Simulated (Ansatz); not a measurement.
# SbAs (model cell, started as rocksalt type): following an unstable mode, part 2 of 2

Wanted: the energy along a soft mode of SbAs (model cell, started as rocksalt type) and the structure at the end.

Ansatz 0.2.0; DFT PBEsol, scalar-relativistic, plane waves, PAW.

So far, highest frequency on the path or at a solved wavevector (cm⁻¹): step 2 (phonons on a q mesh) 184. Also lowest frequency on the path (cm⁻¹): step 2 -143.

The structure was built from a prototype and need not be the compound's stable phase.

**6. Relaxing from the distorted cell**

Starting from the lowest point found, all atoms and the cell are let go, so that strain and other modes of the same symmetry can join in.

Contents of input.yaml:

```yaml
crystal:
  lattice:
    - [0.0, 2.8813061903, 2.8813061903]
    - [2.8813061903, 0.0, 2.8813061903]
    - [2.8813061903, 2.8813061903, 0.0]
  atoms:
    - { symbol: Sb, position: [0.0211410231, 0.0, 0.0] }
    - { symbol: As, position: [0.4656423362, 0.5, 0.5] }
kpoints:
  mp_grid: { grid: [12, 12, 12] }
hamiltonian:
  xc: pbesol
scf:
  occupations: { method: methfessel_paxton, width: 0.2 }
output:
  forces: true
  stress: true
  eigenvalues: true
relax:
  adjacent_minimum: "off"
  f_tol: 0.002
  max_steps: 120
  cell: { stress_tol: 0.03 }
```

Launch:

```bash
$ ansatz run input.yaml --threads 4 --pin off --max-ram 7168MiB --backend cpu --events-out ev --progress --plain --runs-dir out
```

Numbers of over 12 decimals in the logs are rounded to 6 here.

What it wrote:

```text
[...]
Crystal: 2 atoms, lattice volume = 47.841 Å³
Basis set: ecut = 420 eV, 941 PW (Γ), exchange–correlation on 60×60×60 points (8 copies of the dense FFT grid, shifted against one another)
Bands: 19, of which v1, the nominal top of the filled ones, is band 15 counted from 1 (14 counted from 0)
Symmetry: 4 space group operations
[...]
k-points: 280 of 1728 (time reversal used)
[...]
SCF iter   1: F=—  HF=-11221.098770 eV  |F-HF|=—  |Δ(HF+E_count)|=         —  Δρ=3.29e-3  dr2=7.83e-3  ethr=1.77e-3  ⟨swp⟩=5.2  Hψ=24954  notcnv=0
[...]
SCF iter   7: F=-11221.095254 eV  HF=-11221.095254 eV  |F-HF|=1.68e-9  |Δ(HF+E_count)|=   1.19e-7  S|Δr|=    0.00e0  Δρ=8.11e-6  dr2=3.38e-8  ethr=3.33e-10  ⟨swp⟩=5.8  Hψ=25157  notcnv=0
SCF 1 converged in 7 iterations: F = -11221.095254 eV  dr2 = 3.38e-8
[...]
relax step   1: F+E_penalty+E_count = -11221.09525441 eV  Δ(F+E_penalty+E_count) = +0.000e0 eV  max|allowed force component| = 8.345e-2 eV/Å  Δτ_max = 0.0000 Å  P = +1.549 GPa  Ω = 47.841 Å³  (7 SCF iters, dr2 threshold 1.00e-7 eV, accepted)
Crystal: 2 atoms, lattice volume = 50.560 Å³
Basis set: ecut = 420 eV, 961 PW (Γ), exchange–correlation on 60×60×60 points (8 copies of the dense FFT grid, shifted against one another)
[...]
SCF iter   6: F=-11221.112129 eV  HF=-11221.112129 eV  |F-HF|=1.51e-8  |Δ(HF+E_count)|=   3.00e-7  S|Δr|=    0.00e0  Δρ=1.38e-5  dr2=1.21e-7  ethr=6.67e-10  ⟨swp⟩=3.9  Hψ=21723  notcnv=0
SCF 2 converged in 6 iterations: F = -11221.112129 eV  dr2 = 1.21e-7
relax step   2: F+E_penalty+E_count = -11221.11212868 eV  Δ(F+E_penalty+E_count) = -1.687e-2 eV  max|allowed force component| = 6.016e-2 eV/Å  Δτ_max = 0.0404 Å  P = -1.236 GPa  Ω = 50.560 Å³  energy of the carried Pulay correction = -5.658e-4 eV  (6 SCF iters, dr2 threshold 2.00e-7 eV, accepted)
Crystal: 2 atoms, lattice volume = 49.889 Å³
Basis set: ecut = 420 eV, 969 PW (Γ), exchange–correlation on 60×60×60 points (8 copies of the dense FFT grid, shifted against one another)
[...]
SCF iter   5: F=-11221.117176 eV  HF=-11221.117176 eV  |F-HF|=1.22e-8  |Δ(HF+E_count)|=   3.81e-7  S|Δr|=    0.00e0  Δρ=9.45e-6  dr2=5.91e-8  ethr=6.67e-10  ⟨swp⟩=3.8  Hψ=21512  notcnv=0
SCF 3 converged in 5 iterations: F = -11221.117176 eV  dr2 = 5.91e-8
relax step   3: F+E_penalty+E_count = -11221.11717644 eV  Δ(F+E_penalty+E_count) = -5.048e-3 eV  max|allowed force component| = 4.053e-2 eV/Å  Δτ_max = 0.0010 Å  P = -0.289 GPa  Ω = 49.889 Å³  energy of the carried Pulay correction = -4.291e-4 eV  (5 SCF iters, dr2 threshold 2.00e-7 eV, accepted)
[...]
relax step   4: F+E_penalty+E_count = -11221.11762148 eV  Δ(F+E_penalty+E_count) = -4.450e-4 eV  max|allowed force component| = 2.892e-3 eV/Å  Δτ_max = 0.0041 Å  P = +0.012 GPa  Ω = 49.773 Å³  energy of the carried Pulay correction = -4.053e-4 eV  (5 SCF iters, dr2 threshold 2.00e-7 eV, accepted)
[...]
relax step   5: F+E_penalty+E_count = -11221.11762190 eV  Δ(F+E_penalty+E_count) = -4.229e-7 eV  max|allowed force component| = 1.039e-4 eV/Å  Δτ_max = 0.0004 Å  P = -0.001 GPa  Ω = 49.791 Å³  energy of the carried Pulay correction = -4.089e-4 eV  (3 SCF iters, dr2 threshold 7.10e-9 eV, accepted)
[...]
SCF iter   6: F=-11221.118040 eV  HF=-11221.118040 eV  |F-HF|=1.82e-12  |Δ(HF+E_count)|=  1.82e-12  S|Δr|=    0.00e0  Δρ=6.87e-8  dr2=3.04e-12  ethr=1.00e-12  ⟨swp⟩=6.0  Hψ=22698  notcnv=0
SCF 6 converged in 6 iterations: F = -11221.118040 eV  dr2 = 3.04e-12
relax step   6: F+E_penalty+E_count = -11221.11804035 eV  Δ(F+E_penalty+E_count) = -4.185e-4 eV  max|allowed force component| = 1.365e-4 eV/Å  Δτ_max = 0.0000 Å  P = -0.001 GPa  Ω = 49.791 Å³  stress off target by 1.07e-2 GPa  SCF on the basis re-selected at this cell (its energy is not comparable with the rows above)  (6 SCF iters)
basis re-selected at this cell: Δ(F+E_penalty+E_count) = -4.185e-4 eV, ΔP = +0.000 GPa vs the last step (what re-selecting the basis moved, of the pressure what is left beyond the Pulay correction that the steps carried, after the strain that the cell walked since its last selection, with what the two solves' SCF thresholds leave and, on support functions, any second-order correction that the steps lacked; it is no m [...]
SCF converged after 6 iterations
[...]
Free energy (F): -11221.118040 eV
[...]
Internal energy: -11221.119363 eV  (E = F + TS)
E sigma→0 (E₀):  -11221.118371 eV
Entropy (-TS):   0.001323 eV (0.662 meV/atom)
Fermi energy:    10.656472 eV
[...]
--- Forces (eV/Å), atoms counted from 1 ---
  atom   1  Sb    -0.00000000     0.00013646     0.00013646
  atom   2  As     0.00000000    -0.00013649    -0.00013649
  max |Σ_I F_I| component: 3.50e-8 eV/Å
--- Stress (GPa, compression-positive) ---
       -0.010682       0.000000      -0.000000
        0.000000       0.003402       0.001390
       -0.000000       0.001390       0.003402
  P = ⅓ Tr σ = -0.0013 GPa (-0.013 kbar)
--- Band table (eV; the first three rows and the last of 280) ---
  k-point 0: bands = [... 11 lower, 5.5850, 8.5687, 8.7841, 8.7923, 13.3921, 13.5496, 14.1146, 16.2199]
  k-point 1: bands = [... 11 lower, 5.2070, 8.5615, 8.7619, 8.9796, 13.2591, 13.4582, 13.7705, 15.9399]
  k-point 2: bands = [... 11 lower, 4.3158, 8.5509, 8.7025, 9.3356, 12.8563, 12.9665, 13.1055, 15.7491]
  k-point 279: bands = [... 11 lower, 1.1974, 5.3048, 5.3526, 10.6262, 11.0743, 15.8526, 16.0134, 17.2492]
--- Relaxed structure (5 steps of the walk, 5 accepted, 1 SCFs on fresh bases) ---
  F+E_penalty+E_count = -11221.11804035 eV   max|allowed force component| = 1.365e-4 eV/Å   (the final SCF, on the basis selected at the relaxed cell)
  cell:  # Å, volume = 49.7906 Å³
    - [0, 3.014793, 3.014793]
    - [2.897913, 0.082626, 2.932166]
    - [2.897913, 2.932166, 0.082626]
  atoms:
    - { symbol: Sb, position: [0.031894, 0.0, 0.0] }
    - { symbol: As, position: [0.454890, 0.5, 0.5] }
```

Wall time 31 s (4 threads of Arm Neoverse V2, shared host); peak memory 0.6 GiB; 2 min of CPU time.

Step by step:

| step | energy less that of the first step (eV) | largest force component (eV/Å) | pressure (GPa) | volume (Å³) |
| --- | --- | --- | --- | --- |
| 1 | 0.0000 | 0.0834 | 1.55 | 47.84 |
| 2 | -0.0169 | 0.0602 | -1.24 | 50.56 |
| 3 | -0.0219 | 0.0405 | -0.29 | 49.89 |
| 4 | -0.0224 | 0.0029 | 0.01 | 49.77 |
| 5 | -0.0224 | 0.0001 | 0.00 | 49.79 |
| 6* | -0.0228 | 0.0001 | 0.00 | 49.79 |

Relaxation steps marked * repeat the geometry before them on a plane-wave basis chosen anew for their cell, so energy and pressure can jump there.

The run keeps the 4 symmetry operations that it works with, so distortions that break them were not tested.

| conventional cell, symmetrised | before | after | change |
| --- | --- | --- | --- |
| a (Å) | 4.075 | 4.030 | -1.1 % |
| b (Å) | 5.763 | 5.796 | +0.6 % |
| c (Å) | 4.075 | 4.264 | +4.6 % |
| volume (Å³/atom) | 23.92 | 24.90 | +4.1 % |

The atoms that moved most (Å, as changes of fractional coordinates times the final cell):

| atom | dx | dy | dz | length |
| --- | --- | --- | --- | --- |
| Sb1 | 0.000 | 0.032 | 0.032 | 0.046 |
| As2 | 0.000 | -0.032 | -0.032 | 0.046 |

Final coordinates:

```
Sb As
1.0
     0.00000    3.01479    3.01479
     2.89791    0.08263    2.93217
     2.89791    2.93217    0.08263
Sb As
1 1
Direct
  0.03189 0.00000 0.00000
  0.45489 0.50000 0.50000
```

This step gave:

```
pressure        : -0.001292 GPa
volume per atom : 24.90 Å³
```

The distorted start has space group Imm2; the relaxation ends in Imm2.

**7. The new phase in its own primitive cell**

The relaxed structure is symmetrised, reduced to its primitive cell and relaxed tightly, as its phonons need.

input.yaml, the sections that differ from step 6:

```yaml
crystal:
  lattice:
    - [-2.0149292341, 2.8979131942, 2.1317802712]
    - [2.0149292341, -2.8979131942, 2.1317802712]
    - [2.0149292341, 2.8979131942, -2.1317802712]
  atoms:
    - { symbol: Sb, position: [0.9681063454, 0.9681063454, 0.0] }
    - { symbol: As, position: [0.5451102953, 0.0451102953, 0.5] }
kpoints:
  mp_grid: { grid: [14, 14, 14] }
relax:
  adjacent_minimum: "off"
  f_tol: 0.001
  max_steps: 60
  cell: { stress_tol: 0.01 }
# hamiltonian, scf, output: as in step 6
```

What it wrote:

```text
[...]
Crystal: 2 atoms, lattice volume = 49.791 Å³
Basis set: ecut = 420 eV, 969 PW (Γ), exchange–correlation on 60×60×60 points (8 copies of the dense FFT grid, shifted against one another)
Bands: 19, of which v1, the nominal top of the filled ones, is band 15 counted from 1 (14 counted from 0)
Symmetry: 4 space group operations
[...]
k-points: 428 of 2744 (time reversal used)
[...]
k-point 427: bands = [... 11 lower, 2.6823, 4.3548, 6.6277, 6.8049, 12.2207, 16.1709, 16.9629, 17.9676]
--- Relaxed structure (5 steps of the walk, 4 accepted, 1 SCFs on fresh bases) ---
[...]
cell:  # Å, volume = 49.7818 Å³
    - [-2.013019, 2.898651, 2.132880]
    - [2.013019, -2.898651, 2.132880]
    - [2.013019, 2.898651, -2.132880]
  atoms:
    - { symbol: Sb, position: [0.968221, 0.968221, 0.0] }
    - { symbol: As, position: [0.544995, 0.044995, 0.5] }
[key lines of the parts left out:]
SCF converged after 5 iterations
Free energy (F): -11221.116587 eV
Fermi energy:    10.633791 eV
P = ⅓ Tr σ = -0.0004 GPa (-0.004 kbar)
```

Wall time 45 s (4 threads); peak memory 0.74 GiB.

Little changed from the start: no atom moved by 0.005 Å and no cell edge by 0.1 %.

This step gave:

* pressure: -3.61e-4 GPa
* volume per atom: 24.89 Å³

The largest force component left is 0.58 meV/Å and the pressure is 0.000 GPa, within the tolerances set. The cell now holds 24.89 Å³/atom.

**8. Modes of the new phase, k-mesh 14×14×14**

A relaxed structure may still be a saddle point, so its zone-centre modes are computed. No field response is asked, since the mesh shows no gap.

input.yaml, the sections that differ from step 7:

```yaml
crystal:
  lattice:
    - [-2.013019337, 2.8986509363, 2.1328800021]
    - [2.013019337, -2.8986509363, 2.1328800021]
    - [2.013019337, 2.8986509363, -2.1328800021]
  atoms:
    - { symbol: Sb, position: [0.9682212703, 0.9682212703, 0.0] }
    - { symbol: As, position: [0.5449953704, 0.0449953704, 0.5] }
output:
  eigenvalues: true
phonons:
  method: dfpt
# kpoints, hamiltonian, scf: as in step 7
# relax: removed
```

What it wrote:

```text
zone centre: on kpoints.mp_grid the ground state, and the responses unless they are solved on pairs of k-points, stand on 428 of the mesh's 2744 k-points, reduced under 4 symmetry operations, with k and −k counted as one. Each operation leaves every solved displacement unchanged or reverses it
[...]
Crystal: 2 atoms, lattice volume = 49.782 Å³
Basis set: ecut = 420 eV, 969 PW (Γ), exchange–correlation on 60×60×60 points (8 copies of the dense FFT grid, shifted against one another)
Bands: 19, of which v1, the nominal top of the filled ones, is band 15 counted from 1 (14 counted from 0)
Symmetry: 4 space group operations
k-points: 428 of 2744 (time reversal used)
[...]
SCF iter   1: F=—  HF=-11221.120236 eV  |F-HF|=—  |Δ(HF+E_count)|=         —  Δρ=3.23e-3  dr2=8.19e-3  ethr=1.77e-3  ⟨swp⟩=5.2  Hψ=38494  notcnv=0
[...]
SCF iter  10: F=-11221.116587 eV  HF=-11221.116587 eV  |F-HF|=5.46e-12  |Δ(HF+E_count)|=  1.82e-12  S|Δr|=    0.00e0  Δρ=1.15e-7  dr2=6.39e-12  ethr=1.00e-12  ⟨swp⟩=6.0  Hψ=34808  notcnv=0
SCF 1 converged in 10 iterations: F = -11221.116587 eV  dr2 = 6.39e-12
[...]
DFPT response loops at Γ: preconditioner auto → Kerker (q_TF=auto, 2.507 Å⁻¹) (partly filled bands, converged f_vac=0.000); β = 1.00, the filter's whole step (`scf.mixing.beta` (0.50) is not read by the response loops under this deck's `scf.mixing.preconditioner`; to damp them name `kerker` or `kerker_dos`, under which they read `scf.mixing.beta`, and type it under 1.00, their step now; both keys bind the ground state too); Broyden in place of MSR1
SCF converged after 10 iterations
[...]
Free energy (F): -11221.116587 eV
[...]
Internal energy: -11221.118262 eV  (E = F + TS)
E sigma→0 (E₀):  -11221.117006 eV
Entropy (-TS):   0.001674 eV (0.837 meV/atom)
Fermi energy:    10.633792 eV
[...]
--- Band table (eV; the first three rows and the last of 428) ---
  k-point 0: bands = [... 11 lower, 5.5876, 8.5610, 8.7900, 8.8035, 13.3884, 13.5612, 14.1198, 16.2356]
  k-point 1: bands = [... 11 lower, 5.3051, 8.5558, 8.7767, 8.9413, 13.2920, 13.4976, 13.8589, 16.0110]
  k-point 2: bands = [... 11 lower, 4.6064, 8.5464, 8.7270, 9.2399, 12.9947, 13.1678, 13.2998, 15.7476]
  k-point 427: bands = [... 11 lower, 2.6823, 4.3548, 6.6277, 6.8049, 12.2207, 16.1709, 16.9629, 17.9676]
--- Phonons (Γ-DFPT): 6 representative perturbations + reference, on 428 of 2744 k-points (Σ response iterations 18) ---
  k mesh reduced under 4 symmetry operations, with k and −k counted as one. Each operation leaves every solved displacement unchanged or reverses it
  ASR residual: 7.249e-5 → 0.000e0 eV/Å²; symmetrization residual: 1.681e-5 eV/Å²
  ASR residual per site (eV/Å²): 7.25e-5 5.24e-5
  Γ frequencies (cm⁻¹): -19.43 0.00 0.00 0.00 131.91 174.01
  non-analytic LO–TO correction: not included (Born effective charges unavailable; polar crystals: no LO–TO splitting at Γ)
```

It took 59 s on 4 threads; peak memory 1.4 GiB.

This step gave:

| Quantity | Value |
| --- | --- |
| sum-rule residual before enforcement | 7.25e-5 eV/Å² |
| point group | mm2 |
| highest optical mode at the zone centre (no LO-TO term) | 174.0 cm⁻¹ |
| lowest optical zone-centre mode | -19.43 cm⁻¹ |

Patterns of degenerate modes are one choice out of their space. The modes at Γ (shares of kinetic energy by element, %) (negative means imaginary):

| mode | frequency (cm⁻¹) | symmetry | Sb % | As % |
| --- | --- | --- | --- | --- |
| 1 | -19.4 | B2 | 38 | 62 |
| 2 | 0.0 | acoustic | 62 | 38 |
| 3 | 0.0 | acoustic | 62 | 38 |
| 4 | 0.0 | acoustic | 62 | 38 |
| 5 | 131.9 | B1 | 38 | 62 |
| 6 | 174.0 | A1 | 38 | 62 |

Displacements in mode 1 (-19.4 cm⁻¹), the largest set to 1:
```
Sb1  0.00 -0.62  0.00
As2  0.00  1.00  0.00
```

Displacements in mode 6 (174.0 cm⁻¹), the largest set to 1:
```
Sb1  0.00  0.00 -0.62
As2  0.00  0.00  1.00
```

Before it was imposed, the acoustic sum rule was missed by 7.2e-5 eV/Å². Small misses are needed for a sound result but don't prove that mesh and cutoff are converged. The lowest optical mode is imaginary, 19.4i cm⁻¹, so the energy falls along it.

**9. The phases reached**

The phases reached along the modes that were followed are set side by side.

Energies are those of the first relaxation, on the mesh of the frozen mode; space group, volume and gap are those of the last relaxation. Phases, by row:

| mode frozen in | space group | energy from parent (meV/atom) | volume (Å³/atom) | gap on mesh (eV) | lowest zone-centre optical mode (cm⁻¹) | largest shift (Å) |
| --- | --- | --- | --- | --- | --- | --- |
| parent | Fm-3m | 0 | 23.92 | 0 | – | – |
| q = (0, 0, 0), 143i cm⁻¹ | I4mm | -23.95 | 24.6 | 0 | -82.9 | 0.137 |
| q = (0, 0, 0), 143i cm⁻¹ | R3m | -41.2 | 25.01 | 0 | 122 | 0.172 |
| q = (0, 0, 0), 143i cm⁻¹ | Imm2 | -35.99 | 24.89 | 0 | -19.4 | 0.164 |

**10. What came out**

```
unstable mode of the parent                                                      : q = (0, 0, 0), 143i cm⁻¹
depth at the lowest point sampled                                                : 24.6 meV/atom
largest atomic shift at that point                                               : 0.14 Å
space group reached (within 0.01 Å)                                              : Imm2
energy gained over the parent (first relaxation, on the mesh of the frozen mode) : 36.0 meV/atom
volume per atom, phase reached                                                   : 24.9 Å³
lowest optical zone-centre mode, phase reached                                   : -19.4 cm⁻¹
highest optical mode at the zone centre (no LO-TO term), phase reached           : 174 cm⁻¹
```

What this shows: Along this mode the structure falls into Imm2, 36.0 meV/atom below the parent. At the parent's cell the well is 24.58 meV/atom deep on the steps tried, with its lowest point at a shift of 0.14 Å. Relaxing atoms and cell changes the gain by +11.41 meV/atom against the lowest step (energies at zero smearing). The new phase still has an imaginary mode at the zone centre of its cell, so it is a saddle point on the way to a lower structure. Of the 3 patterns followed to their end from this parent, this one ends 5.20 meV/atom above the lowest, R3m. Each path keeps the symmetry of its pattern, so a lower phase may lie along a pattern not tried. With no gap, or one that is small against the smearing, the frequencies hang on the k mesh and the smearing, most of all near Kohn anomalies. A semilocal functional can close a gap that the real compound would have, so the metallic treatment may be an artefact of the level. Spin-orbit coupling is left out, which can matter for the heavy elements here. A phonon run warned that its eigensolver left some bands unconverged in a pass. The starting cell was built on a prototype and not taken from a measurement, so the phase need not exist.

[Logs are printed without paths, hosts, clocks, repeated set-up lines and the standing remarks that a program may print on its own settings, such as how far it seeks lower states.]

[Hosts, paths, dates, database ids (printed as entryN), source tags and the programs' standing remarks are cut or masked in the printed files.]
